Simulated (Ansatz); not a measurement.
# One crystal, many levels of theory: SrTiO3 (I4/mcm)

Aim: the gap of SrTiO3 (I4/mcm) at several levels of theory on one structure, with the time that each takes.

Program: Ansatz 0.2.0. Level of theory: density functionals, hybrids and G0W0, plane waves, PAW. Results are calculated unless marked as measured.

In doubt: the elements are of a kind flagged for part-filled d or f shells, though by formal charges that shell is empty here, so the flag may not apply.

## Step 1: Set-up

It takes space group I4/mcm (No. 140, tetragonal). Conventional cell: a = 5.511 Å, b = 5.511 Å, c = 7.796 Å, α = 90.00°, β = 90.00°, γ = 90.00°. Nearest to Sr lie 12 O at 2.73 to 2.78 Å. Ti has 6 O at 1.95 Å nearest. Nearest to O lie 2 Ti at 1.95 Å and 4 Sr at 2.76 Å. Nearest to O lie 2 Ti at 1.95 Å and 4 Sr at 2.73 to 2.78 Å. Farther neighbours and most contacts between anions are not listed.

The cell and positions come from the Crystallography Open Database and are kept as given unless a step says otherwise.

The logs state that the PAW files were generated under PBE.

## Step 2: PBE on the 6×6×6 mesh

Levels along a band path and on the mesh show where this functional puts the band edges.

This step: DFT, PBE, plane waves, PAW; PAW set soft_1.

The input, input.yaml:

```yaml
crystal:
  lattice:
    - [-2.7555, 2.7555, 3.898]
    - [2.7555, -2.7555, 3.898]
    - [2.7555, 2.7555, -3.898]
  atoms:
    - { symbol: Sr, position: [0.75, 0.25, 0.5] }
    - { symbol: Sr, position: [0.25, 0.75, 0.5] }
    - { symbol: Ti, position: [0.0, 0.0, 0.0] }
    - { symbol: Ti, position: [0.5, 0.5, 0.0] }
    - { symbol: O, position: [0.25, 0.25, 0.0] }
    - { symbol: O, position: [0.75, 0.75, 0.0] }
    - { symbol: O, position: [0.7451, 0.2451, 0.9902] }
    - { symbol: O, position: [0.2451, 0.2549, 0.5] }
    - { symbol: O, position: [0.2549, 0.7549, 0.0098] }
    - { symbol: O, position: [0.7549, 0.7451, 0.5] }
kpoints:
  mp_grid: { grid: [6, 6, 6] }
  band_path:
    path:
      - [[0.0, 0.0, 0.0], [0.0, 0.0, 0.5], [0.25, 0.25, 0.25], [0.0, 0.5, 0.0], [0.0, 0.0, 0.0], [0.5, 0.5, -0.5], [0.37492725, 0.62507275, -0.37492725]]
      - [[-0.37492725, 0.37492725, 0.37492725], [0.0, 0.0, 0.0]]
      - [[0.0, 0.0, 0.5], [-0.24985449, 0.24985449, 0.5]]
      - [[0.5, 0.5, -0.24985449], [0.5, 0.5, -0.5]]
    npoints: 10
hamiltonian:
  xc: pbe
  pseudopotentials: { kind: paw, azcp: { folder: soft_1 } }
scf:
  occupations: { method: fermi_dirac, width: 0.02 }
  n_extra_bands: 7
output:
  eigenvalues: true
  forces: true
  stress: true
  write_density: true
  write_potential: true
  elf: true
  volumetric_format: npy
```

On the command line:

```console
$ ansatz run input.yaml --threads 4 --pin off --max-ram 138240MiB --backend cuda --events-out ev --progress --plain --runs-dir out --devices 1 --max-vram 26GiB
```

Numbers of over 12 decimals in the logs are rounded to 6 here.

Log:

```text
scf.n_extra_bands = 7 over 40 filled bands (N_el = 80.0): the run solves 47 bands
GPUs: using 1 of 1 available (devices: 1).
Engine: ansatz 0.2.0, x86_64-unknown-linux-gnu
Pseudopotentials: kind: paw
Pseudopotential: Sr, paw, valence charge 10, recommended cutoff 420 eV (normal), soft_1/Sr.paw.azcp
Pseudopotential: Ti, paw, valence charge 12, recommended cutoff 420 eV (normal), soft_1/Ti.paw.azcp
Pseudopotential: O, paw, valence charge 6, recommended cutoff 420 eV (normal), soft_1/O.paw.azcp
Functional definition: PBE
  parameter kappa = 0.804
  parameter beta = 0.066725
  exchange = pbe_x(kappa = kappa, mu = beta*pi^2/3)
  correlation = pbe_c(beta = beta)
device memory: the entry about to start is reckoned to put 2.5 GiB on a device that reports 67.8 GiB free (of which the cap on the GPU budget leaves the run 26.0 GiB)
GPU FFT provider: cuFFT
GPU libraries: cuBLAS 13.8.2, cuFFT 12.4.0, cuSOLVER 12.3.4
Crystal: 10 atoms, lattice volume = 118.387 Å³
Basis set: ecut = 420 eV, 2277 PW (Γ), exchange–correlation on 80×80×80 points (8 copies of the dense FFT grid, shifted against one another)
Bands: 47, of which v1, the nominal top of the filled ones, is band 40 counted from 1 (39 counted from 0)
Symmetry: 16 space group operations
Space group: I4/mcm (ITA 140), of the structure as read, at distance tolerance 4.9e-5 Å
k-points: 30 of 216
Non-local potential: Sr, projectors of the file, l = 0: 3, l = 1: 2, l = 2: 2
Non-local potential: Ti, projectors of the file, l = 0: 3, l = 1: 2, l = 2: 3, l = 3: 1
Non-local potential: O, projectors of the file, l = 0: 2, l = 1: 2, l = 2: 1
PAW form: soft (Blöchl's): semilocal exchange-correlation on the pseudo side does not see the compensation charge
PAW one-centre angular grid: Sr, 110 points (default); XC on 64 Gauss nodes
PAW one-centre angular grid: Ti, 590 points (default); XC on 64 Gauss nodes
PAW one-centre angular grid: O, 110 points (default); XC on 64 Gauss nodes
Initial density: superposition of atomic densities (chi_scale 0.1, normalization cell, long waves kept (reshape's long-wave potential 0.00 eV rms))
Initial wavefunctions: pseudopotential atomic-orbital guess
GPU buffer pool allocated for 64000 grid points (all kernels)
GPU transforms: local potential and band sums: pruned to the plane-wave sphere, on 40×40×40
Functional: x = pbe(κ = 0.804, μ = 0.219515), c = pbe(β = 0.066725)
SCF iter   1: F=—  HF=-15509.245385 eV  |F-HF|=—  |Δ(HF+E_count)|=         —  Δρ=4.98e-2  dr2=2.84e0  ethr=3.10e-3  ⟨swp⟩=15.2  Hψ=7557  notcnv=0
preconditioner: auto → Resta (q_TF=auto, 2.556 Å⁻¹)  ε∞=5.7  [insulator: Δε(μ)=2.242 eV  Ē_g=12.169 eV  σ=0.020 eV  W_gap=1.00  n_scr=26 (ndim 8)  ℏωp=26.4 eV  f_vac=0.000  D(μ)=0.00/eV (n_scr^D=0)  ε∞_Penn≈5.7]
SCF iter   2: F=—  HF=-15509.037952 eV  |F-HF|=—  |Δ(HF+E_count)|=   2.07e-1  Δρ=2.88e-2  dr2=1.07e0  ethr=3.10e-3  ⟨swp⟩=2.4  Hψ=1872  notcnv=0  defer=30
SCF iter   3: F=—  HF=-15508.963622 eV  |F-HF|=—  |Δ(HF+E_count)|=   7.43e-2  Δρ=6.73e-3  dr2=2.80e-2  ethr=1.33e-3  ⟨swp⟩=3.0  Hψ=2897  notcnv=0  defer=30
SCF iter   4: F=—  HF=-15508.973436 eV  |F-HF|=—  |Δ(HF+E_count)|=   9.81e-3  Δρ=2.73e-3  dr2=5.98e-3  ethr=3.50e-5  ⟨swp⟩=2.9  Hψ=2540  notcnv=0  defer=30
SCF iter   5: F=—  HF=-15508.976120 eV  |F-HF|=—  |Δ(HF+E_count)|=   2.68e-3  Δρ=4.02e-4  dr2=1.68e-4  ethr=7.47e-6  ⟨swp⟩=2.2  Hψ=2537  notcnv=0  defer=30
SCF iter   6: F=—  HF=-15508.976304 eV  |F-HF|=—  |Δ(HF+E_count)|=   1.84e-4  Δρ=1.36e-4  dr2=2.77e-5  ethr=2.10e-7  ⟨swp⟩=2.0  Hψ=2527  notcnv=0  defer=30
SCF iter   7: F=—  HF=-15508.976152 eV  |F-HF|=—  |Δ(HF+E_count)|=   1.51e-4  Δρ=2.77e-5  dr2=9.08e-7  ethr=3.46e-8  ⟨swp⟩=2.2  Hψ=2129  notcnv=0  defer=30
SCF iter   8: F=-15508.976153 eV  HF=-15508.976153 eV  |F-HF|=9.14e-9  |Δ(HF+E_count)|=   6.32e-7  Δρ=8.28e-6  dr2=8.18e-8  ethr=1.25e-10  ⟨swp⟩=17.3  Hψ=12295  notcnv=0
SCF 1 converged in 8 iterations: F = -15508.976153 eV  dr2 = 8.18e-8
[...]
device memory: the entry about to start is reckoned to put 6.4 GiB on a device that reports 71.3 GiB free (of which the cap on the GPU budget leaves the run 26.0 GiB)
NSCF: frozen V_eff on 94 k-points, pencils in batches of 32, up to order 208
SCF converged after 8 iterations
Free energy (F): -15508.976153 eV
Harris-Foulkes:  -15508.976153 eV  (|F-HF|=9.14e-9)
Internal energy: -15508.976153 eV  (E = F + TS)
E sigma→0 (E₀):  -15508.976153 eV
Fermi energy:    10.999245 eV
--- Per-component energies (eV) ---
  E_band       = -405.000126
  E_kinetic    = 2045.841311
  E_local      = -4895.700629  (includes V_loc(G=0)·N_el)
  E_nonlocal   = 894.337302
  E_hartree    = 1698.619202
  E_xc         = -1021.389815
  E_vxc        = -1162.193415  (∫ρ·V_xc dr)
  E_paw        = -8436.224425  (= ΣΔE_a)
  E_vpaw       = -684.518524  (= ΣTr[D̂ρ^β])
  E_aug_tail   = 0.004540  (compensation charges beyond the density's cutoff)
  E_ewald      = -5794.463639
  E_smearing   = -0.000000  (= −TS)
  E_closure    = -0.000000  (closes the sum)
  Σ components = -15508.976153   (vs F -15508.976153, Δ=0.00e0)
--- Forces (eV/Å), atoms counted from 1 ---
  atom   1  Sr    -0.00000000     0.00000000     0.00000000
  atom   2  Sr     0.00000000    -0.00000000     0.00000000
  atom   3  Ti    -0.00000000    -0.00000000     0.00000000
  atom   4  Ti    -0.00000000     0.00000000     0.00000000
  atom   5  O      0.00000000     0.00000000     0.00000000
  atom   6  O      0.00000000     0.00000000     0.00000000
  atom   7  O     -0.01132502    -0.01132502     0.00000000
  atom   8  O      0.01132502    -0.01132502     0.00000000
  atom   9  O      0.01132502     0.01132502     0.00000000
  atom  10  O     -0.01132502     0.01132502     0.00000000
  max |Σ_I F_I| component: 3.47e-18 eV/Å
--- Stress (GPa, compression-positive) ---
        5.473285       0.000000       0.000000
        0.000000       5.473285       0.000000
       -0.000000       0.000000       5.462190
  P = ⅓ Tr σ = 5.4696 GPa (54.696 kbar)
--- Band table (eV; the first three rows and the last of 30) ---
  k-point 0: bands = [... 36 lower, 9.7108, 10.0363, 10.0423, 10.0423, 11.9504, 11.9504, 11.9512, 14.4121, ... 3 higher]
  k-point 1: bands = [... 36 lower, 9.5607, 9.7190, 9.7202, 10.0210, 11.9904, 12.5250, 12.5262, 14.3396, ... 3 higher]
  k-point 2: bands = [... 36 lower, 8.9884, 9.3938, 9.3938, 9.9781, 12.0737, 13.4598, 13.4605, 14.0223, ... 3 higher]
  k-point 29: bands = [... 36 lower, 8.4865, 9.3339, 9.3339, 9.9557, 12.1186, 13.8659, 13.8659, 13.9112, ... 3 higher]
```

Wall time 7.3 s (1 × NVIDIA H100 80GB HBM3 (shared by 3 runs) with 4 threads of AMD EPYC 7R13 (Zen 3), shared host); peak memory 0.99 GiB.

Numbers from this step:

| Quantity | Value |
| --- | --- |
| pressure | 5.470 GPa |
| filled bands | 40 |
| gap | 1.908 eV |
| valence top at | Γ |
| conduction bottom at | Γ |
| least direct gap | 1.908 eV |

Over mesh and path the gap is 1.908 eV, direct, at k = Γ. The pressure in this cell is 5 GPa; the cell is kept.

## Step 3: PBE+SOC on the 6×6×6 mesh

This run has two-component orbitals with spin-orbit coupling.

This step: DFT, PBE with spin-orbit coupling, plane waves, PAW; PAW set soft_1.

The input, input.yaml:

```yaml
crystal:
  lattice:
    - [-2.7555, 2.7555, 3.898]
    - [2.7555, -2.7555, 3.898]
    - [2.7555, 2.7555, -3.898]
  atoms:
    - { symbol: Sr, position: [0.75, 0.25, 0.5] }
    - { symbol: Sr, position: [0.25, 0.75, 0.5] }
    - { symbol: Ti, position: [0.0, 0.0, 0.0] }
    - { symbol: Ti, position: [0.5, 0.5, 0.0] }
    - { symbol: O, position: [0.25, 0.25, 0.0] }
    - { symbol: O, position: [0.75, 0.75, 0.0] }
    - { symbol: O, position: [0.7451, 0.2451, 0.9902] }
    - { symbol: O, position: [0.2451, 0.2549, 0.5] }
    - { symbol: O, position: [0.2549, 0.7549, 0.0098] }
    - { symbol: O, position: [0.7549, 0.7451, 0.5] }
kpoints:
  mp_grid: { grid: [6, 6, 6] }
  band_path:
    path:
      - [0.0, 0.0, 0.0]
      - [0.0, 0.0, 0.5]
      - [0.25, 0.25, 0.25]
      - [0.0, 0.5, 0.0]
      - [0.5, 0.5, -0.5]
      - [0.37492725, 0.62507275, -0.37492725]
      - [-0.37492725, 0.37492725, 0.37492725]
      - [-0.24985449, 0.24985449, 0.5]
    npoints: 1
hamiltonian:
  xc: pbe
  pseudopotentials: { kind: paw_fr, azcp: { folder: soft_1 } }
scf:
  occupations: { method: fixed }
  n_extra_bands: 14
magnetization:
  noncollinear: true
  spin_orbit: true
output:
  eigenvalues: true
  forces: true
  stress: true
```

Log:

```text
[...]
GPUs: using 1 of 1 available (devices: 1).
[...]
non-collinear run that drives no moment, with spin-orbit: no starting moment large enough to seed its density (crystal.atoms[].spin), no starting occupations that ask for one, no magnetisation constraint and no magnetic field, so the semilocal B_xc is pinned to zero
[...]
GPU FFT provider: cuFFT
GPU libraries: cuBLAS 13.8.2, cuFFT 12.4.0, cuSOLVER 12.3.4
Crystal: 10 atoms, lattice volume = 118.387 Å³
Basis set: ecut = 420 eV, 2277 PW (Γ), exchange–correlation on 80×80×80 points (8 copies of the dense FFT grid, shifted against one another)
Bands: 94, of which v1, the nominal top of the filled ones, is band 80 counted from 1 (79 counted from 0)
Symmetry: 16 space group operations + 16 with time reversal
[...]
k-points: 30 of 216
[...]
atom   6  O      0.00000000     0.00000000     0.00000000
  atom   7  O     -0.01133650    -0.01133650     0.00000000
  atom   8  O      0.01133650    -0.01133650     0.00000000
  atom   9  O      0.01133650     0.01133650    -0.00000000
  atom  10  O     -0.01133650     0.01133650    -0.00000000
  max |Σ_I F_I| component: 1.73e-18 eV/Å
--- Stress (GPa, compression-positive) ---
        5.474507       0.000000      -0.000000
        0.000000       5.474507       0.000000
       -0.000000      -0.000000       5.463156
  P = ⅓ Tr σ = 5.4707 GPa (54.707 kbar)
--- Band table (eV; the first three rows and the last of 30) ---
  k-point 0: bands = [... 76 lower, 10.0410, 10.0410, 10.0446, 10.0446, 11.9372, 11.9372, 11.9377, 11.9377, ... 10 higher]
  k-point 1: bands = [... 76 lower, 9.7216, 9.7216, 10.0172, 10.0172, 11.9864, 11.9864, 12.5117, 12.5117, ... 10 higher]
  k-point 2: bands = [... 76 lower, 9.4090, 9.4090, 9.9741, 9.9741, 12.0699, 12.0699, 13.4446, 13.4446, ... 10 higher]
  k-point 29: bands = [... 76 lower, 9.3484, 9.3484, 9.9518, 9.9518, 12.1148, 12.1148, 13.8505, 13.8505, ... 10 higher]
[key lines of the parts left out:]
SCF converged after 10 iterations
Magnetization: |M| = 0.0000 μB,  M = (+0.0000, +0.0000, +0.0000) μB
Free energy (F): -15510.347155 eV
Fermi energy:    10.044557 eV
```

Elapsed: 8.7 s, on 1 × NVIDIA H100 80GB HBM3 (shared by 3 runs) with 4 threads; peak memory 1.1 GiB; 12 s of CPU time.

This step gave:

* pressure: 5.471 GPa
* gap: 1.893 eV
* valence top at: Γ
* conduction bottom at: Γ
* least direct gap: 1.893 eV

Over mesh and listed points the gap is 1.893 eV, direct, at k = Γ. The pressure in this cell is 5 GPa; the cell is kept. PBE+SOC against PBE: 1.893 − 1.908 = −0.015 eV, with the same mesh, set of files (read in its fully relativistic form for the spin-orbit run) and cutoff, and both edges at the same k points. The spin-orbit run sees mesh and listed points alone, so its gap is an upper bound: the coupling can move an edge off these points, and the change over the zone, its sign included where it is small, is not known.

## Step 4: HSE06 on the 4×4×4 mesh

HSE06 mixes in a quarter of exact exchange at short range.

This step: DFT, HSE06, plane waves, PAW; PAW set soft_1.

Changes to input.yaml since step 3:

```diff
@@ -17,3 +17,3 @@
 kpoints:
-  mp_grid: { grid: [6, 6, 6] }
+  mp_grid: { grid: [4, 4, 4] }
   band_path:
@@ -30,13 +30,12 @@
 hamiltonian:
-  xc: pbe
-  pseudopotentials: { kind: paw_fr, azcp: { folder: soft_1 } }
+  xc: hse06
+  pseudopotentials: { kind: paw, azcp: { folder: soft_1 } }
 scf:
   occupations: { method: fixed }
-  n_extra_bands: 14
-magnetization:
-  noncollinear: true
-  spin_orbit: true
+  n_extra_bands: 7
 output:
   eigenvalues: true
-  forces: true
-  stress: true
+  write_density: true
+  write_potential: true
+  elf: true
+  volumetric_format: npy
```

Log:

```text
[...]
GPUs: using 1 of 1 available (devices: 1).
[...]
davidson cushion auto → on  (no smearing: the cushion is to keep the highest requested band from converging to the state above it; pin scf.eigensolver.cushion to override)
[...]
GPU FFT provider: cuFFT
GPU libraries: cuBLAS 13.8.2, cuFFT 12.4.0, cuSOLVER 12.3.4
Crystal: 10 atoms, lattice volume = 118.387 Å³
Basis set: ecut = 420 eV, 2277 PW (Γ)
[...]
Fermi energy:    9.015944 eV
[...]
--- Band table (eV; the first three rows and the last of 13) ---
  k-point 0: bands = [... 36 lower, 8.6566, 9.0095, 9.0159, 9.0159, 12.3794, 12.3794, 12.3805, 14.8186, ... 3 higher]
  k-point 1: bands = [... 36 lower, 8.3056, 8.3918, 8.3920, 8.9732, 12.4703, 13.5134, 13.5146, 14.8074, ... 3 higher]
  k-point 2: bands = [... 36 lower, 7.3316, 8.2348, 8.2351, 8.9305, 12.5661, 14.5084, 14.5095, 14.5217, ... 3 higher]
  k-point 12: bands = [... 36 lower, 7.3259, 8.2374, 8.2374, 8.9294, 12.5677, 14.4912, 14.4912, 14.5483, ... 3 higher]
[key lines of the parts left out:]
Free energy (F): -15512.444597 eV
```

The job ended after 20 s (1 × NVIDIA H100 80GB HBM3 (shared by 3 runs) with 4 threads; peak memory 1.4 GiB).

This step gave:

| Quantity | Value |
| --- | --- |
| gap | 3.363 eV |
| valence top at | Γ |
| conduction bottom at | Γ |
| least direct gap | 3.363 eV |
| exact-exchange fraction | 0.25 |

Over mesh and listed points the gap is 3.363 eV, direct, at k = Γ. HSE06 against PBE: 3.363 − 1.908 = +1.455 eV. The runs also differ in mesh (6×6×6 and 4×4×4), so how much of this comes from the functional alone is not known.

## Step 5: HSE06+SOC on the 4×4×4 mesh

This step: DFT, HSE06 with spin-orbit coupling, plane waves, PAW; PAW set soft_1.

Changes to input.yaml since step 4:

```diff
@@ -31,11 +31,10 @@
   xc: hse06
-  pseudopotentials: { kind: paw, azcp: { folder: soft_1 } }
+  pseudopotentials: { kind: paw_fr, azcp: { folder: soft_1 } }
 scf:
   occupations: { method: fixed }
-  n_extra_bands: 7
+  n_extra_bands: 14
+magnetization:
+  noncollinear: true
+  spin_orbit: true
 output:
   eigenvalues: true
-  write_density: true
-  write_potential: true
-  elf: true
-  volumetric_format: npy
```

Log:

```text
[...]
GPUs: using 1 of 1 available (devices: 1).
[...]
GPU FFT provider: cuFFT
GPU libraries: cuBLAS 13.8.2, cuFFT 12.4.0, cuSOLVER 12.3.4
Crystal: 10 atoms, lattice volume = 118.387 Å³
Basis set: ecut = 420 eV, 2277 PW (Γ)
Bands: 94, of which v1, the nominal top of the filled ones, is band 80 counted from 1 (79 counted from 0)
Symmetry: 16 space group operations + 16 with time reversal
[...]
--- Band table (eV; the first three rows and the last of 13) ---
  k-point 0: bands = [... 76 lower, 9.0155, 9.0155, 9.0194, 9.0194, 12.3666, 12.3666, 12.3673, 12.3673, ... 10 higher]
  k-point 1: bands = [... 76 lower, 8.4119, 8.4119, 8.9696, 8.9696, 12.4666, 12.4666, 13.4995, 13.4995, ... 10 higher]
  k-point 2: bands = [... 76 lower, 8.2526, 8.2526, 8.9268, 8.9268, 12.5625, 12.5625, 14.4925, 14.4925, ... 10 higher]
  k-point 12: bands = [... 76 lower, 8.2550, 8.2550, 8.9256, 8.9256, 12.5641, 12.5641, 14.4758, 14.4758, ... 10 higher]
[key lines of the parts left out:]
Magnetization: |M| = 0.0000 μB,  M = (+0.0000, +0.0000, +0.0000) μB
Free energy (F): -15510.466219 eV
Fermi energy:    9.019401 eV
```

Elapsed: 82 s, on 1 × NVIDIA H100 80GB HBM3 (shared by 3 runs) with 4 threads; peak memory 2.9 GiB; 4 min of CPU time.

This step gave:

- gap: 3.347 eV
- valence top at: Γ
- conduction bottom at: Γ
- least direct gap: 3.347 eV
- exact-exchange fraction: 0.25

Over mesh and listed points the gap is 3.347 eV, direct, at k = Γ. HSE06+SOC against HSE06: 3.347 − 3.363 = −0.016 eV, with the same mesh, set of files (read in its fully relativistic form for the spin-orbit run) and cutoff, and both edges at the same k points. The spin-orbit run sees mesh and listed points alone, so its gap is an upper bound: the coupling can move an edge off these points, and the change over the zone, its sign included where it is small, is not known.

[end of part 1 of 2]

[Paths, hosts, dates, memory and timing lines, banners, echoed tables and standing remarks are left out of the program output.]

[Logs are printed without paths, hosts, clocks, repeated set-up lines and the standing remarks that a program may print on its own settings, such as how far it seeks lower states.]

[Runs of the session that timed out or met a known fault of the program may be left out.]

[Cells called generated may have been cut or substituted from an entry of the Crystallography Open Database or the Materials Project.]

[Hosts, paths, dates, database ids (printed as entryN), source tags and the programs' standing remarks are cut or masked in the printed files.]

[Where an RPA ε∞ is given, it is that of the G0W0 mesh and is not shown converged in it. Names of k-points follow the symmetry that the program found, which can be lower than the space group named. Band edges on a path are those of the sampled points; other points can move an edge, and change direct to indirect where valleys lie close.]

[Hybrid gaps are those of their k-mesh and are not shown converged in it.]
